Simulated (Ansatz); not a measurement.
## MgO (Fm-3m):H_O, thermodynamic levels from a 54-atom cell

Aim: at which Fermi levels does H_O in MgO (Fm-3m) change its charge? The model is a cell of 54 host atoms with 1 O taken out and 1 H put in.

Method: place-levels on r2SCAN runs: charge-transition levels and formation energies with image-charge correction and potential alignment at the atomic sites; PAW set soft_1, in Ansatz 0.2.0.

Experimental background.

“Electronic structure of alkaline earth and post-transition metal oxides” (2009, arxiv:0908.1581) quotes from earlier work for MgO, rocksalt (bulk crystal): band gap (literature experimental gap) 7.83 eV [Literature value based on experiment; other listed experimental values range from 7.7 to …].

This is a report of a sequence of runs, with most program output left out.

### Step 1. The structure

The cell holds 54 atoms: 27 Mg, 26 O and 1 H. Cell: a = 8.925 Å, b = 8.925 Å, c = 8.925 Å, α = 60.0°, β = 60.0°, γ = 60.0°. It derives from MgO (space group Fm-3m). Nearest the centre at fractional (0.500, 0.500, 0.500): H28 at 0.00 Å, Mg51 at 2.10 Å, Mg47 at 2.10 Å, Mg35 at 2.10 Å, Mg45 at 2.10 Å, Mg29 at 2.10 Å, Mg33 at 2.10 Å, O30 at 2.98 Å.

Structure file:

```xyz
54
Lattice="0.0000 6.3112 6.3112 6.3112 0.0000 6.3112 6.3112 6.3112 0.0000" Properties=species:S:1:pos:R:3 pbc="T T T"
Mg    0.0000    0.0000    0.0000
O     2.1037    2.1037    2.1037
Mg    2.1037    2.1037    0.0000
O     4.2075    4.2075    2.1037
Mg    4.2075    4.2075    0.0000
O     6.3112    6.3112    2.1037
Mg    2.1037    0.0000    2.1037
O     4.2075    2.1037    4.2075
Mg    4.2075    2.1037    2.1037
O     6.3112    4.2075    4.2075
Mg    6.3112    4.2075    2.1037
O     8.4150    6.3112    4.2075
Mg    4.2075    0.0000    4.2075
O     6.3112    2.1037    6.3112
Mg    6.3112    2.1037    4.2075
O     8.4150    4.2075    6.3112
Mg    8.4150    4.2075    4.2075
O    10.5187    6.3112    6.3112
Mg    0.0000    2.1037    2.1037
O     2.1037    4.2075    4.2075
Mg    2.1037    4.2075    2.1037
O     4.2075    6.3112    4.2075
Mg    4.2075    6.3112    2.1037
O     6.3112    8.4150    4.2075
Mg    2.1037    2.1037    4.2075
O     4.2075    4.2075    6.3112
Mg    4.2075    4.2075    4.2075
H     6.3112    6.3112    6.3112
Mg    6.3112    6.3112    4.2075
O     8.4150    8.4150    6.3112
Mg    4.2075    2.1037    6.3112
O     6.3112    4.2075    8.4150
Mg    6.3112    4.2075    6.3112
O     8.4150    6.3112    8.4150
Mg    8.4150    6.3112    6.3112
O    10.5187    8.4150    8.4150
Mg    0.0000    4.2075    4.2075
O     2.1037    6.3112    6.3112
Mg    2.1037    6.3112    4.2075
O     4.2075    8.4150    6.3112
Mg    4.2075    8.4150    4.2075
O     6.3112   10.5187    6.3112
Mg    2.1037    4.2075    6.3112
O     4.2075    6.3112    8.4150
Mg    4.2075    6.3112    6.3112
O     6.3112    8.4150    8.4150
Mg    6.3112    8.4150    6.3112
O     8.4150   10.5187    8.4150
Mg    4.2075    4.2075    8.4150
O     6.3112    6.3112   10.5187
Mg    6.3112    6.3112    8.4150
O     8.4150    8.4150   10.5187
Mg    8.4150    8.4150    8.4150
O    10.5187   10.5187   10.5187
```

The host's dielectric constants go in as inputs: 3.24 for the electrons alone, 10.37 with the ions, from a response run on this crystal (DFPT, PBEsol) at that run's own cell.

The cell's shortest repeat is 8.9 Å.

### Step 2. Charge states

A transition level is the Fermi level at which two charge states cost the same, so each charge needs its own total energy, at its own relaxed structure.

Each atom starts 0.05 Å or so off its site in a random direction: a symmetric start keeps its symmetry, and would miss off-centre moves and Jahn–Teller distortions. Forces are taken at one point at (¼, ¼, ¼). The cell holds 1 electron more than the neutral one, with a uniform background that keeps it neutral on the whole.

The sampling was tested on the host first: at the k-points planned (1x1x1 shifted 0.25 0.25 0.25) its energy lies 0.020 eV an atom from the dense-mesh value, under the bound of 0.02 eV set for this test; that bounds the host's error, not the defect's.

One state's input; the others differ in charge, spin, start and seed, and in occupations where the table says so.

File qm1.relax/input.yaml:

```yaml
crystal:
  lattice:
    - [0.0, 2.10374764, 2.10374764]
    - [2.10374764, 0.0, 2.10374764]
    - [2.10374764, 2.10374764, 0.0]
  atoms:
    - { symbol: Mg, position: [0.0, 0.0, 0.0] }
    - { symbol: O, position: [0.5, 0.5, 0.5] }
  supercell: [3, 3, 3]
  defects: [{ substitution: { at: 27, symbol: H } }]
total_charge: -1
basis:
  ecutwfc: 500
  xc_grid: 2
hamiltonian:
  xc: r2scan
  pseudopotentials: { kind: paw, azcp: { folder: soft_1 } }
kpoints:
  mp_grid: { grid: [1, 1, 1], shift: [0.25, 0.25, 0.25] }
scf:
  occupations: { method: fixed }
  max_iter: 60
output:
  forces: true
  charged_corrections: { epsilon: 3.24, static_epsilon: 10.37 }
relax:
  f_tol: 0.02
  max_steps: 80
  random_displacement: { amplitude: 0.05, seed: 9508 }
checkpoint:
  write: "../qm1.relax.run"
  compress: false
  write_wavefunctions: true
  write_every: 100000
```

Command:

```bash
> ansatz run input.yaml --threads 4 --pin off --max-ram 7536MiB --backend cpu --events-out ev --progress --plain --runs-dir out
```

Defect states can disperse in a cell of this size, so the energy is taken again at a 2×2×2 shifted mesh, on the relaxed structure.

The run of this state that the levels use, under r2SCAN:

File qm1.point/input.yaml:

```yaml
crystal:
  checkpoint: "../qm1.relax.run"
  host: checkpoint
total_charge: -1
basis:
  ecutwfc: 500
  xc_grid: 2
hamiltonian:
  xc: r2scan
  pseudopotentials: { kind: paw, azcp: { folder: soft_1 } }
kpoints:
  mp_grid: { grid: [2, 2, 2], shift: [0.5, 0.5, 0.5] }
scf:
  occupations: { method: fermi_dirac, width: 0.01 }
  max_iter: 60
output:
  forces: true
  eigenvalues: true
  charged_corrections:
    epsilon: 3.24
    static_epsilon: 10.37
    defect_position: [0.5, 0.5, 0.5]
  eigenstates: { localisation: true }
  populations: true
  band_densities: [{ bands: [v1, v1] }, { bands: [c1, c1] }]
  write_density: true
  write_potential: true
  volumetric_format: npy
  elf: true
checkpoint:
  read: "../qm1.relax.run"
  write: "../qm1.point.run"
  compress: false
  write_wavefunctions: false
  write_every: 100000
```

Relaxations under r2SCAN at one point at (¼, ¼, ¼); times on 4 threads of Arm Neoverse V1, shared host:

```csv
charge,moment (μB),occupations,outcome,steps,largest displacement against the far atoms (Å),time
−1,0,fixed,converged,14,1.51,2.3 min
0,1,fixed,converged,9,0.60,3.9 min
+1,0,fixed,converged,4,0.10,52 s
+2,1,fixed,converged,6,0.09,3.5 min
```

Single points under r2SCAN at a 2×2×2 shifted mesh; times on 4 threads of Arm Neoverse V1, shared host:

```csv
charge,moment (μB),occupations,outcome,time
−1,0,fermi-dirac,converged,47 s
0,1,fermi-dirac,converged,2.4 min
+1,0,fermi-dirac,converged,60 s
+2,1,fermi-dirac,converged,2.8 min
```

Distances (Å) from H28 to the nearest atoms after relaxation with r2SCAN:

```csv
charge,moment (μB),1.,2.,3.,4.,5.,6.
−1,0,Mg 1.73,Mg 1.73,Mg 1.73,Mg 2.02,O 2.13,O 2.13
0,1,Mg 1.88,Mg 1.88,Mg 1.88,O 2.55,O 2.55,O 2.55
+1,0,Mg 2.20,Mg 2.20,Mg 2.20,Mg 2.20,Mg 2.20,Mg 2.20
+2,1,Mg 2.19,Mg 2.19,Mg 2.19,Mg 2.19,Mg 2.19,Mg 2.20
```

### Step 3. Levels against the band edges, r2SCAN

A charged cell interacts with its images and the background, and its potential has another zero than the host's. place-levels removes the first by a point-charge model, screened by the static dielectric constant since the ions have relaxed around the charge, and the second by comparing potentials at atoms far from the defect.

The host is a run of the defect-free crystal in the same cutoffs, grids and k-points, so that basis and sampling errors cancel in part in the differences. The host is run in a cell of 2 atoms on a matching mesh. Its band edges are searched through the zone by a band path, so the gap is smaller than, or equal to, that on the mesh. Chemical potentials are energies per atom of O (O2 molecule) and H (H2 molecule), run with the same functional and cutoff.

File levels.point.yaml:

```yaml
host:
  run: host.point.run
states: [qm1.point.run, q0_M1.point.run, qp1.point.run, qp2_M1.point.run]
geometry_from:
  qm1.point.run: qm1.relax.run
  q0_M1.point.run: q0_M1.relax.run
  qp1.point.run: qp1.relax.run
  qp2_M1.point.run: qp2_M1.relax.run
chemical_potentials:
  O:
    energy: -565.989614
    dataset: <sha256 of the dataset>
  H:
    energy: -15.945394
    dataset: "<sha256 of the dataset>"
epsilon: 3.24
static_epsilon: 10.37
vertical:
  - { from: qm1.point.run, to: qm1.point_neutral.run }
  - { from: qp1.point.run, to: qp1.point_neutral.run }
  - { from: qp2_M1.point.run, to: qp2_M1.point_neutral.run }
```

Command:

```bash
> ansatz place-levels levels.point.yaml -- --threads 4 --pin off --max-ram 7536MiB
```

Elapsed: 0.42 s, on 4 threads of Arm Neoverse V1, shared host.

Levels between the charges placed, in eV above the valence top:

```csv
,gap (eV),(+2/+1),(+1/0),(0/−1)
r2SCAN,5.68,0.00,5.86,5.95
```

Corrections by state:

```csv
charge,moment (μB),image terms and alignment (eV),band filling (eV),ε used,"over the lowest of its charge, as the program ranks them, band filling apart (eV)"
+2,1.0,0.540,-0.674,10.37,0.000
+1,0.0,0.131,-,10.37,0.000
0,1.0,0.000,-,-,0.000
−1,0.0,0.342,-,10.37,0.000
```

The charged structures listed were also run neutral, and place-levels reads from each pair, by the potential or the spins, how wide the charge is by which they differ; that can be the carrier of either run.

```csv
charge,rms radius (Å),spread where it is widest against the cell (Å),wide from (Å),reading
+2,4.4,2.60,1.26,wide
+1,3.3,1.92,1.26,wide
−1,1.1,0.64,1.26,narrow
```

The neutral runs of these pairs need not share the spin of the lowest neutral state, and very wide values only mean spread over the cell.

From the program's caveats on the states, each cut to its opening words:

- charge +2 (1 μB): it parts from the run at its places by a charge that spreads by about 2.6 Å along one vector (1.3 Å or more is wide), by its potential at epsilon 3.24, taken [...]
- charge +2 (1 μB): a band-filling correction moves a carrier to the host's band edge, which changes its energy by -0.674 eV
- charge +2 (1 μB), +1, 0 (1 μB), −1: its alignment with the host at atomic sites is doubtful: the cell is too small to show whether the defect's potential has decayed: take a larger one
- charge +2 (1 μB): its moments are held at its close (magnetization.spin_locking), by a field of 0.013 eV a Bohr magneton, and its energy and levels are of the state that this [...]
- charge +2 (1 μB), 0 (1 μB): flagged: stability check not made
- charge +1: it parts from the run at its places by a charge that spreads by about 1.9 Å along one vector (1.3 Å or more is wide), by its potential at epsilon 3.24, taken [...]

The host's formation energy from the elements is -2.963 eV per atom; it sets how far the chemical potentials can move.

Limit set by the element alone; other compounds of these elements are not counted. Chemical potentials from the elements' reference states: Mg 0.00 eV, O -5.93 eV, H 0.00 eV. Formation energies (Mg-rich), with the Fermi level at the valence top and at the conduction bottom (gap 5.68 eV):

```csv
charge,at valence top (eV),at conduction bottom (eV),correction included (eV)
+2,-3.29,8.07,-0.13
+1,-3.29,2.39,0.13
0,2.57,2.57,0.00
−1,8.52,2.84,0.34
```

(Fermi level (eV), lowest formation energy (eV)): (0.00, -3.29), (0.52, -2.77), (1.03, -2.26), (1.55, -1.74), (2.06, -1.23), (2.58, -0.71), (3.10, -0.19), (3.61, 0.33), (4.13, 0.84), (4.65, 1.36), (5.16, 1.87), (5.68, 2.39)

Limit set by the element alone; other compounds of these elements are not counted. Chemical potentials from the elements' reference states: O 0.00 eV, Mg -5.93 eV, H 0.00 eV. Formation energy by charge state (O-rich; gap 5.68 eV):

```csv
charge,at valence top (eV),at conduction bottom (eV),correction included (eV)
+2,2.64,13.99,-0.13
+1,2.64,8.31,0.13
0,8.50,8.50,0.00
−1,14.45,8.77,0.34
```

| Fermi level (eV) | lowest formation energy (eV) |
| --- | --- |
| 0.00 | 2.64 |
| 0.52 | 3.15 |
| 1.03 | 3.67 |
| 1.55 | 4.18 |
| 2.06 | 4.70 |
| 2.58 | 5.22 |
| 3.10 | 5.74 |
| 3.61 | 6.25 |
| 4.13 | 6.77 |
| 4.65 | 7.28 |
| 5.16 | 7.80 |
| 5.68 | 8.31 |

### Step 4. Effect of the sampling

The relaxations' own energies give the levels at their sampling, for comparison.

File levels.relax_mesh.yaml:

```yaml
host:
  run: host.relax.run
states: [qm1.relax.run, q0_M1.relax.run, qp1.relax.run, qp2_M1.relax.run]
chemical_potentials:
  O:
    energy: -565.989614
    dataset: <sha256 of the dataset>
  H:
    energy: -15.945394
    dataset: "<sha256 of the dataset>"
```

Command:

```bash
> ansatz place-levels levels.relax_mesh.yaml -- --threads 4 --pin off --max-ram 7536MiB
```

Elapsed: 0.12 s, on 4 threads.

Levels between neighbouring charges, in eV above the valence top:

```csv
,gap (eV),(+2/+1),(+1/0),(0/−1)
"one point at (¼, ¼, ¼)",5.66,-0.01,5.74,5.75
a 2×2×2 shifted mesh,5.68,0.00,5.86,5.95
```

Going from one point at (¼, ¼, ¼) to a 2×2×2 shifted mesh moves the levels that carry no band-filling term by up to 0.20 eV and formation energies against the elements by up to 0.54 eV; band-filling terms, which differ between samplings, are in these energies.

### Step 5. Summary of results

```
gap of the host                                                          : 5.68 eV (r2SCAN)
level (plus 2/plus 1)                                                    : 0.00 eV above the valence top (-0.67 eV above the valence top without the band-filling term)
level (plus 1/0)                                                         : 5.86 eV above the valence top, past the conduction bottom
level (0/minus 1)                                                        : 5.95 eV above the valence top, past the conduction bottom
lowest of the charges placed, just above the valence top (0.02 eV)       : +1
lowest of the charges placed, just below the conduction bottom (0.02 eV) : +1
lowest formation energy at mid-gap of the charges run, Mg-rich           : -0.45 eV
lowest formation energy at mid-gap of the charges run, O-rich            : 5.48 eV
```

**Reading.** Of the charges placed (−1, 0, +1 and +2), +1 is the lowest from 0.02 eV above the valence top to 0.02 eV below the conduction bottom, a gap of 5.68 eV. States placed: +2 at 1 μB; +1 at 0 μB; 0 at 1 μB; −1 at 0 μB. Other spin states or structures, where not listed, weren't placed. The program finds carriers beyond a band edge of the host and adds a band-filling term at charge +2 (-0.67 eV); steps to such a charge show no bound level, and a defect level inside a band would be read the same way. At charge −1 the atom put in ends up to 1.5 Å from its starting place, so the name tells the start alone and the levels can join different sites. H is taken at its element; compounds, which aren't counted here, bound the chemical potentials and would shift these formation energies. Going from one point at (¼, ¼, ¼) to a 2×2×2 shifted mesh moves the levels that carry no band-filling term by up to 0.20 eV and formation energies against the elements by up to 0.54 eV; band-filling terms, which differ between samplings, are in these energies. The program doubts the alignment of potentials for at least one state, a sign that the cell is small. What this leaves open: the images are only 8.9 Å apart; r2SCAN makes the gap too small and tends to spread out bound carriers; where a gas molecule sets a chemical potential or the host's formation energy, its binding is uncorrected; force components of up to 0.14 eV/Å remain in a run at the final settings.

Comparison with the measured values:

| quantity | measured | r2SCAN |
| --- | --- | --- |
| band gap (least gap of the host) (eV) | 7.83 | 5.68 (-2.15 eV) |

Measured values from arxiv:0908.1581 (2009).

How well it matches: The band gap is off by -2.15 eV: a clear miss. Local and semilocal functionals usually give gaps below the measured ones. Zero-point and thermal motion shift the measured gap.

[Logs are printed without paths, hosts, clocks, repeated set-up lines and the standing remarks that a program may print on its own settings, such as how far it seeks lower states.]

[Hosts, paths, dates, database ids (printed as entryN), source tags and the programs' standing remarks are cut or masked in the printed files.]

[Where a table of states has a column of steps, it counts the stored structures, which are thinned; the runs took as many ionic steps or more.]

[A defect's name tells the site on which it was built; relaxed atoms can leave that site.]

[For some hosts the program warned that the k-mesh of the response run may be too coarse for force constants and the static dielectric constant; such warnings are not shown here.]
